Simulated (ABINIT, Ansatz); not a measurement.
**Quasiparticle gap of CsAsF6 (R-3) in ABINIT**

Wanted: ground state, empty states, screening and self-energy for CsAsF6 (R-3).

Calculated with ABINIT 10.8.3; PBEsol and many-body steps on it, plane waves.

## (1) Starting point

It takes space group R-3 (No. 148, trigonal). Conventional cell: a = 7.712 Å, b = 7.712 Å, c = 7.866 Å, α = 90.00°, β = 90.00°, γ = 120.00°. Nearest to Cs lie 12 F at 3.10 to 3.24 Å. Nearest to As lie 6 F at 1.75 Å. Nearest to F lie 1 As at 1.75 Å and 2 Cs at 3.10 to 3.24 Å. Farther neighbours and most contacts between anions are not listed.

The cell and positions are those that the Materials Project relaxed with its own functionals (PBE, PBE+U or r2SCAN), kept fixed. Spin-orbit coupling is left out unless a step names it.

## (2) Ground state

This step: ABINIT 10.8.3; DFT, PBEsol, plane waves, norm-conserving pseudopotentials.

The ground-state density comes first.

run.abi reads:

```
acell 3*1.0 Angstrom
rprim 
  3.855859826403 2.226181708716 2.622049894613
  -3.855859826403 2.226181708716 2.622049894613
  -0.000000000000 -4.452363417478 2.622049894574
ntypat 3
znucl 55 33 9
natom 8
typat 1 2 3 3 3 3 3 3
xred 
  0.500000000000 0.500000000000 0.500000000000
  -0.000000000000 -0.000000000000 -0.000000000000
  0.189597360000 0.275478300000 0.922344570000
  0.275478300000 0.922344570000 0.189597360000
  0.077655430000 0.810402640000 0.724521700000
  0.724521700000 0.077655430000 0.810402640000
  0.810402640000 0.724521700000 0.077655430000
  0.922344570000 0.189597360000 0.275478300000
pp_dirpath "pseudos"
pseudos "Cs.upf, As.upf, F.upf"
ecut 44
ngkpt 4 4 4
nshiftk 1
shiftk 0 0 0
kptopt 1
chksymbreak 0
nband 45
occopt 1
tolvrs 1e-10
nstep 60
prtwf 0
optforces 0
optstress 0
indata_prefix "in"
outdata_prefix "out"
tmpdata_prefix "tmp"
```

Started as:

```bash
$ OMP_NUM_THREADS=1 mpirun -n 8 abinit run.abi > log
```

Numbers of over 12 decimals in the logs are rounded to 6 here.

What it wrote:

```text
.Version 10.8.3 of ABINIT. v10.8.2 released Aug 2026.

 Symmetries : space group R-3 (#148); Bravais hR (rhombohedral)
================================================================================
 Values of the parameters that define the memory need of the present run
     intxc =       0    ionmov =       0      iscf =       7    lmnmax =       8
     lnmax =       8     mgfft =      60  mpssoang =       4    mqgrid =    3001
     natom =       8  nloc_mem =       1    nspden =       1   nspinor =       1
    nsppol =       1      nsym =       6    n1xccc =    2501    ntypat =       3
    occopt =       1   xclevel =       2
-    mband =          45        mffmem =           1         mkmem =           2
       mpw =       12737          nfft =      216000          nkpt =          14
================================================================================
  Rough estimation (10% accuracy) of disk space for files :
================================================================================

--------------------------------------------------------------------------------
------------- Echo of variables that govern the present computation ------------
--------------------------------------------------------------------------------
 -outvars: echo values of preprocessed input variables --------
            acell      1.8897261259E+00  1.8897261259E+00  1.8897261259E+00 Bohr

      chksymbreak           0
             ecut      4.40000000E+01 Hartree
-          fftalg         312

              ixc     -116133
              kpt      0.00000000E+00  0.00000000E+00  0.00000000E+00
                       2.50000000E-01  0.00000000E+00  0.00000000E+00
                       5.00000000E-01  0.00000000E+00  0.00000000E+00
                       2.50000000E-01  2.50000000E-01  0.00000000E+00
                       5.00000000E-01  2.50000000E-01  0.00000000E+00
                      -2.50000000E-01  2.50000000E-01  0.00000000E+00
                       2.50000000E-01  5.00000000E-01  0.00000000E+00
                       5.00000000E-01  5.00000000E-01  0.00000000E+00
                       2.50000000E-01  2.50000000E-01  2.50000000E-01
                       5.00000000E-01  2.50000000E-01  2.50000000E-01
                      -2.50000000E-01  2.50000000E-01  2.50000000E-01
[...]
kptrlatt        4    0    0      0    4    0      0    0    4
          kptrlen      3.90574423E+01
P           mkmem           2
            natom           8
            nband          45
            ngfft          60      60      60
             nkpt          14
            nstep          60
             nsym           6
           ntypat           3
              occ      2.000000  2.000000  2.000000  2.000000  2.000000  2.000000
                       2.000000  2.000000  2.000000  2.000000  2.000000  2.000000
                       2.000000  2.000000  2.000000  2.000000  2.000000  2.000000
                       2.000000  2.000000  2.000000  2.000000  2.000000  2.000000
                       2.000000  2.000000  2.000000  2.000000  2.000000  2.000000
                       2.000000  2.000000  2.000000  2.000000  2.000000  2.000000
                       2.000000  0.000000  0.000000  0.000000  0.000000  0.000000
[...]
optforces           0
        optstress           0
            prtwf           0
            rprim      3.8558598264E+00  2.2261817087E+00  2.6220498946E+00
[...]
spgroup         148

           tolvrs      1.00000000E-10

             xred      5.0000000000E-01  5.0000000000E-01  5.0000000000E-01
[...]
znucl       55.00000   33.00000    9.00000

================================================================================

 chkinp: Checking input parameters for consistency.

================================================================================
== DATASET  1 ==================================================================
-   mpi_nproc: 8, omp_nthreads: 1 (-1 if OMP is not activated)

--- !DatasetInfo
iteration_state: {dtset: 1, }
dimensions: {natom: 8, nkpt: 14, mband: 45, nsppol: 1, nspinor: 1, nspden: 1, mpw: 12737, }
cutoff_energies: {ecut:  44.0, pawecutdg:  -1.0, }
electrons: {nelect:   7.40000000E+01, charge:   0.00000000E+00, occopt:   1.00000000E+00, tsmear:   1.00000000E-02, }

 Real(R)+Recip(G) space primitive vectors, cartesian coordinates (Bohr,Bohr^-1):
 R(1)=  7.2865191  4.2068737  4.9549562  G(1)=  0.0686199  0.0396177  0.0672727
 R(2)= -7.2865191  4.2068737  4.9549562  G(2)= -0.0686199  0.0396177  0.0672727
 R(3)=  0.0000000 -8.4137475  4.9549562  G(3)=  0.0000000 -0.0792354  0.0672727
 Unit cell volume ucvol=  9.1131948E+02 bohr^3
 Angles (23,13,12)=  9.65307737E+01  9.65307737E+01  9.65307737E+01 degrees

 getcut: wavevector=  0.0000  0.0000  0.0000  ngfft=  60  60  60
         ecut(hartree)=     44.000   => boxcut(ratio)=   2.05831

--- Pseudopotential description ------------------------------------------------
- Cs Generated using ONCVPSP code by D. R. Hamann
- 55.00000   9.00000  180301                  znucl, zion, pspdat
12 -116133 3 -1 2384                          pspcod,pspxc,lmax,lloc,mmax
     nproj     2     2     2     2
  pspatm : epsatm=   22.12462466
         --- l  ekb(1:nproj) -->
[...]
12 -116133 2 -1 832                           pspcod,pspxc,lmax,lloc,mmax
     nproj     2     2     1     0
  pspatm : epsatm=    4.89824381
         --- l  ekb(1:nproj) -->
[...]
2   -2.394754
 pspatm: atomic psp has been read  and splines computed

   5.62432745E+03                                ecore*ucvol(ha*bohr**3)
--------------------------------------------------------------------------------

_setup2: Arith. and geom. avg. npw (full set) are   12705.922   12705.910

================================================================================

--- !BeginCycle
iteration_state: {dtset: 1, }
solver: {iscf: 7, nstep: 60, nline: 4, wfoptalg: 0, }
tolerances: {tolvrs: 1.00E-10, }

     iter   Etot(hartree)      deltaE(h)  residm     vres2
 ETOT  1  -472.78930770736    -4.728E+02 1.223E+00 2.641E+03
 ETOT  2  -475.91928587251    -3.130E+00 2.521E-02 1.000E+03
 ETOT  3  -476.02419931422    -1.049E-01 5.925E-03 1.397E+02
 ETOT  4  -476.02833335971    -4.134E-03 4.267E-03 9.267E+01
 ETOT  5  -476.03119168931    -2.858E-03 1.659E-03 7.746E+00
 ETOT  6  -476.03165112405    -4.594E-04 2.239E-03 1.193E+00
 ETOT  7  -476.03168719174    -3.607E-05 2.172E-03 1.608E-01
 ETOT  8  -476.03169417809    -6.986E-06 7.627E-03 1.429E-03
 ETOT  9  -476.03169422536    -4.728E-08 7.342E-04 1.042E-03
 ETOT 10  -476.03169428353    -5.817E-08 1.309E-03 6.358E-06
 ETOT 11  -476.03169428446    -9.333E-10 1.583E-04 1.517E-07
 ETOT 12  -476.03169428449    -2.922E-11 5.547E-04 3.175E-08
 ETOT 13  -476.03169428448     1.313E-11 8.525E-05 1.517E-09
 ETOT 14  -476.03169428451    -3.240E-11 2.874E-04 7.466E-11

 At SCF step   14       vres2   =  7.47E-11 < tolvrs=  1.00E-10 =>converged.

--- !ResultsGS
iteration_state: {dtset: 1, }
comment   : Summary of ground state results
lattice_vectors:
- [  7.2865191,   4.2068737,   4.9549562, ]
- [ -7.2865191,   4.2068737,   4.9549562, ]
- [ -0.0000000,  -8.4137475,   4.9549562, ]
lattice_lengths: [   9.76436,    9.76436,    9.76436, ]
lattice_angles: [ 96.531,  96.531,  96.531, ] # degrees, (23, 13, 12)
lattice_volume:   9.1131948E+02
convergence: {deltae: -3.240E-11, res2:  7.466E-11, residm:  2.874E-04, diffor:  0.000E+00, }
etotal    :  -4.76031694E+02
entropy   :   0.00000000E+00
fermie    :  -6.01127760E-02
cartesian_stress_tensor: null
pressure_GPa: null
xred      :
- [  5.0000E-01,   5.0000E-01,   5.0000E-01, Cs]
- [  0.0000E+00,   0.0000E+00,   0.0000E+00, As]
- [  1.8960E-01,   2.7548E-01,   9.2234E-01,  F]
- [  2.7548E-01,   9.2234E-01,   1.8960E-01,  F]
- [  7.7655E-02,   8.1040E-01,   7.2452E-01,  F]
- [  7.2452E-01,   7.7655E-02,   8.1040E-01,  F]
- [  8.1040E-01,   7.2452E-01,   7.7655E-02,  F]
- [  9.2234E-01,   1.8960E-01,   2.7548E-01,  F]
cartesian_forces: null
force_length_stats: {min: null, max: null, mean: null, }

 Integrated electronic density in atomic spheres:
 ------------------------------------------------
 Atom  Sphere_radius  Integrated_density
[...]
================================================================================

 ----iterations are completed or convergence reached----

 Mean square residual over all n,k,spin=   14.608E-07; max=  28.738E-05
 reduced coordinates (array xred) for    8 atoms
[...]
0.275478300000      0.922344570000      0.189597360000
       0.077655430000      0.810402640000      0.724521700000
       0.724521700000      0.077655430000      0.810402640000
       0.810402640000      0.724521700000      0.077655430000
       0.922344570000      0.189597360000      0.275478300000
 rms dE/dt=  0.0000E+00; max dE/dt=  0.0000E+00; dE/dt below (all hartree)
    1       0.000000000000      0.000000000000      0.000000000000
    2       0.000000000000      0.000000000000      0.000000000000
    3       0.000000000000      0.000000000000      0.000000000000
    4       0.000000000000      0.000000000000      0.000000000000
    5       0.000000000000      0.000000000000      0.000000000000
    6       0.000000000000      0.000000000000      0.000000000000
    7       0.000000000000      0.000000000000      0.000000000000
    8       0.000000000000      0.000000000000      0.000000000000

 cartesian coordinates (angstrom) at end:
    1      0.000000    -2.3e-11     3.933075
    2      0.000000     0.000000     0.000000
    3     -0.331145    -3.071270     3.637885
    4     -2.494226     1.822415     3.637885
    5     -2.825371    -1.248855     4.228265
    6      2.494226    -1.822415     4.228265
    7      0.331145     3.071270     4.228265
    8      2.825371     1.248855     3.637885
 length scales=  1.889726125908  1.889726125908  1.889726125908 bohr
              =  1.000000000000  1.000000000000  1.000000000000 angstroms
 prteigrs : about to open file out_EIG
 Fermi (or HOMO) energy (hartree) =  -0.06011   Average Vxc (hartree)=  -0.32612
 Eigenvalues (hartree) for nkpt=  14  k points:
 kpt#   1, nband= 45, wtk=  0.01563, kpt=  0.0000  0.0000  0.0000 (reduced coord)
  -6.83406   -4.75721   -4.75719   -4.75719   -1.35044   -1.35044   -1.34517   -1.34506
  -1.34506   -0.87624   -0.81642   -0.81536   -0.81536   -0.78520   -0.78520   -0.66450
  -0.36580   -0.22859   -0.22859   -0.22462   -0.18333   -0.17856   -0.17856   -0.14945
  -0.14945   -0.14054   -0.12754   -0.12754   -0.09326   -0.08837   -0.08837   -0.08756
  -0.08265   -0.08265   -0.06940   -0.06940   -0.06011    0.14855    0.30043    0.32198
   0.32198    0.37990    0.37990    0.38595    0.39024
 prteigrs : prtvol=0 or 1, do not print more k-points.

--- !EnergyTerms
iteration_state     : {dtset: 1, }
comment             : Components of total free energy in Hartree
kinetic             :  2.38636400185920E+02
hartree             :  2.52418029303194E+02
xc                  : -6.68606738171148E+01
Ewald energy        : -1.63596554432008E+02
psp_core            :  6.17163091667403E+00
local_psp           : -6.53989581535259E+02
non_local_psp       : -8.88109449059185E+01
total_energy        : -4.76031694284512E+02
total_energy_eV     : -1.29534822985046E+04
band_energy         : -7.28191988512337E+01

== END DATASET(S) ==============================================================
================================================================================

 -outvars: echo values of variables after computation  --------
           etotal     -4.7603169428E+02
            nband          45
             nkpt          14
          spgroup         148
 [... the other variables as echoed above ...]

 Calculation completed.
```

Wall time 69 s (8 MPI ranks of Arm Neoverse V2, shared host); peak memory 1 GiB.

Numbers from this step:

| Property | Result |
| --- | --- |
| total energy | -12953.4823 eV |
| gap | 5.678 eV |
| k of the valence top | 0, 0, 0 |
| k of the conduction bottom | 0, 0, 0 |
| least direct gap | 5.678 eV |

The gap is direct, at Γ.

## (3) Empty states on the mesh, 2×2×2 mesh, 484 bands

The sums over transitions need many empty states on a uniform mesh; this step solves for them.

run.abi, as its differences from that of step 2:

```diff
@@ -21,3 +21,3 @@
 ecut 44
-ngkpt 4 4 4
+ngkpt 2 2 2
 nshiftk 1
@@ -26,9 +26,10 @@
 chksymbreak 0
-nband 45
-occopt 1
-tolvrs 1e-10
+iscf -2
+irdden 1
+istwfk *1
+nband 484
+nbdbuf 44
+tolwfr 1e-09
 nstep 60
-prtwf 0
-optforces 0
-optstress 0
+prtvol 0
 indata_prefix "in"
```

What it wrote:

```text
.Version 10.8.3 of ABINIT. v10.8.2 released Aug 2026.

 Symmetries : space group R-3 (#148); Bravais hR (rhombohedral)
[... echo of the input left out ...]
== DATASET  1 ==================================================================
-   mpi_nproc: 8, omp_nthreads: 1 (-1 if OMP is not activated)
-    --> not optimal distribution: autoparal keyword recommended in input file <--

--- !DatasetInfo
iteration_state: {dtset: 1, }
dimensions: {natom: 8, nkpt: 4, mband: 484, nsppol: 1, nspinor: 1, nspden: 1, mpw: 12752, }
cutoff_energies: {ecut:  44.0, pawecutdg:  -1.0, }
electrons: {nelect:   7.40000000E+01, charge:   0.00000000E+00, occopt:   1.00000000E+00, tsmear:   1.00000000E-02, }

 Real(R)+Recip(G) space primitive vectors, cartesian coordinates (Bohr,Bohr^-1):
 R(1)=  7.2865191  4.2068737  4.9549562  G(1)=  0.0686199  0.0396177  0.0672727
 R(2)= -7.2865191  4.2068737  4.9549562  G(2)= -0.0686199  0.0396177  0.0672727
 R(3)=  0.0000000 -8.4137475  4.9549562  G(3)=  0.0000000 -0.0792354  0.0672727
 Unit cell volume ucvol=  9.1131948E+02 bohr^3
 Angles (23,13,12)=  9.65307737E+01  9.65307737E+01  9.65307737E+01 degrees

 getcut: wavevector=  0.0000  0.0000  0.0000  ngfft=  60  60  60
         ecut(hartree)=     44.000   => boxcut(ratio)=   2.05831

--- Pseudopotential description ------------------------------------------------
- Cs Generated using ONCVPSP code by D. R. Hamann
- 55.00000   9.00000  180301                  znucl, zion, pspdat
12 -116133 3 -1 2384                          pspcod,pspxc,lmax,lloc,mmax
     nproj     2     2     2     2
  pspatm : epsatm=   22.12462466
         --- l  ekb(1:nproj) -->
             0    6.214110    0.767882
             1    6.311966    0.793598
             2    3.769790    0.913105
[...]
pspatm: atomic psp has been read  and splines computed

- As Generated using ONCVPSP code by D. R. Hamann
- 33.00000  23.00000  180301                  znucl, zion, pspdat
12 -116133 2 -1 1342                          pspcod,pspxc,lmax,lloc,mmax
     nproj     2     2     2     0
  pspatm : epsatm=   24.49033745
         --- l  ekb(1:nproj) -->
[...]
pspatm: atomic psp has been read  and splines computed

- F Generated using ONCVPSP code by D. R. Hamann
-  9.00000   7.00000  180301                  znucl, zion, pspdat
12 -116133 2 -1 832                           pspcod,pspxc,lmax,lloc,mmax
     nproj     2     2     1     0
  pspatm : epsatm=    4.89824381
         --- l  ekb(1:nproj) -->
[...]
2   -2.394754
 pspatm: atomic psp has been read  and splines computed

--------------------------------------------------------------------------------

================================================================================
 prteigrs : about to open file out_EIG
 Non-SCF case, kpt    1 (  0.00000  0.00000  0.00000), residuals and eigenvalues=
[...]
3.88E-10  3.64E-10  4.67E-10  5.59E-10  1.41E-10  1.01E-10  1.73E-10  3.12E-10
[...]
2.35E-03  6.68E-04  1.10E-03  1.12E-03
 -6.8341E+00 -4.7572E+00 -4.7572E+00 -4.7572E+00 -1.3504E+00 -1.3504E+00
 -1.3452E+00 -1.3451E+00 -1.3451E+00 -8.7624E-01 -8.1642E-01 -8.1536E-01
 -8.1536E-01 -7.8520E-01 -7.8520E-01 -6.6450E-01 -3.6580E-01 -2.2859E-01
[...]
4.4967E+00  4.4967E+00  4.5036E+00  4.5079E+00  4.5083E+00  4.5139E+00
  4.5140E+00  4.5168E+00  4.5189E+00  4.5388E+00  4.5409E+00  4.5452E+00
  4.5540E+00  4.5697E+00  4.5783E+00  4.5820E+00
 prteigrs : prtvol=0 or 1, do not print more k-points.

--- !ResultsGS
iteration_state: {dtset: 1, }
comment   : Summary of ground state results
lattice_vectors:
- [  7.2865191,   4.2068737,   4.9549562, ]
- [ -7.2865191,   4.2068737,   4.9549562, ]
- [ -0.0000000,  -8.4137475,   4.9549562, ]
lattice_lengths: [   9.76436,    9.76436,    9.76436, ]
lattice_angles: [ 96.531,  96.531,  96.531, ] # degrees, (23, 13, 12)
lattice_volume:   9.1131948E+02
convergence: {deltae:  0.000E+00, res2:  0.000E+00, residm:  9.971E-10, diffor:  0.000E+00, }
etotal    :  -4.76031694E+02
entropy   :   0.00000000E+00
fermie    :  -6.01127760E-02
cartesian_stress_tensor: null
pressure_GPa: null
xred      :
- [  5.0000E-01,   5.0000E-01,   5.0000E-01, Cs]
- [  0.0000E+00,   0.0000E+00,   0.0000E+00, As]
- [  1.8960E-01,   2.7548E-01,   9.2234E-01,  F]
- [  2.7548E-01,   9.2234E-01,   1.8960E-01,  F]
- [  7.7655E-02,   8.1040E-01,   7.2452E-01,  F]
- [  7.2452E-01,   7.7655E-02,   8.1040E-01,  F]
- [  8.1040E-01,   7.2452E-01,   7.7655E-02,  F]
- [  9.2234E-01,   1.8960E-01,   2.7548E-01,  F]
cartesian_forces: null
force_length_stats: {min: null, max: null, mean: null, }

 Integrated electronic density in atomic spheres:
 ------------------------------------------------
 Atom  Sphere_radius  Integrated_density
[...]
================================================================================

 ----iterations are completed or convergence reached----

 Mean square residual over all n,k,spin=   41.455E-11; max=  99.715E-11
 reduced coordinates (array xred) for    8 atoms
[...]
0.810402640000      0.724521700000      0.077655430000
       0.922344570000      0.189597360000      0.275478300000

 cartesian coordinates (angstrom) at end:
    1      0.000000    -2.3e-11     3.933075
[...]
8      2.825371     1.248855     3.637885
 length scales=  1.889726125908  1.889726125908  1.889726125908 bohr
              =  1.000000000000  1.000000000000  1.000000000000 angstroms
 prteigrs : about to open file out_EIG
 Eigenvalues (hartree) for nkpt=   4  k points:
 kpt#   1, nband=484, wtk=  0.12500, kpt=  0.0000  0.0000  0.0000 (reduced coord)
[...]
4.43643    4.47199    4.47200    4.47753    4.49666    4.49673    4.50365    4.50791
   4.50829    4.51388    4.51399    4.51676    4.51895    4.53880    4.54090    4.54518
   4.55395    4.56971    4.57833    4.58196
 prteigrs : prtvol=0 or 1, do not print more k-points.

== END DATASET(S) ==============================================================
================================================================================

 -outvars: echo values of variables after computation  --------
            nband         484
             nkpt           4
          spgroup         148
 [... the other variables as echoed above ...]

 Calculation completed.
```

Run time: 6.9 min. Hardware: 8 MPI ranks; peak memory 1.3 GiB.

This step gave:

- gap: 5.678 eV
- k of the valence top: 0, 0, 0
- k of the conduction bottom: 0, 0, 0
- least direct gap: 5.678 eV
- k points computed: 4
- lowest point of the top converged band, above the valence top: 117.1227 eV

On this mesh the gap is 5.678 eV.

(Part 1 of 2 ends here.)

[Paths, hosts, dates, memory and timing lines, banners, echoed tables and standing remarks are left out of the program output.]

[Logs are printed without paths, hosts, clocks, repeated set-up lines and the standing remarks that a program may print on its own settings, such as how far it seeks lower states.]

[Runs of the session that timed out or met a known fault of the program may be left out.]

[Hosts, paths, dates, database ids (printed as entryN), source tags and the programs' standing remarks are cut or masked in the printed files.]

[G0W0 gaps are taken among the corrected bands and points alone; a level outside them can change the order at an edge.]

[Where Ansatz stands beside ABINIT at settings called matched, ABINIT's density can come from a denser mesh and the files from another edition; pairs whose starting gaps differed by over 0.03 eV were left out, so agreement reads better than it is.]
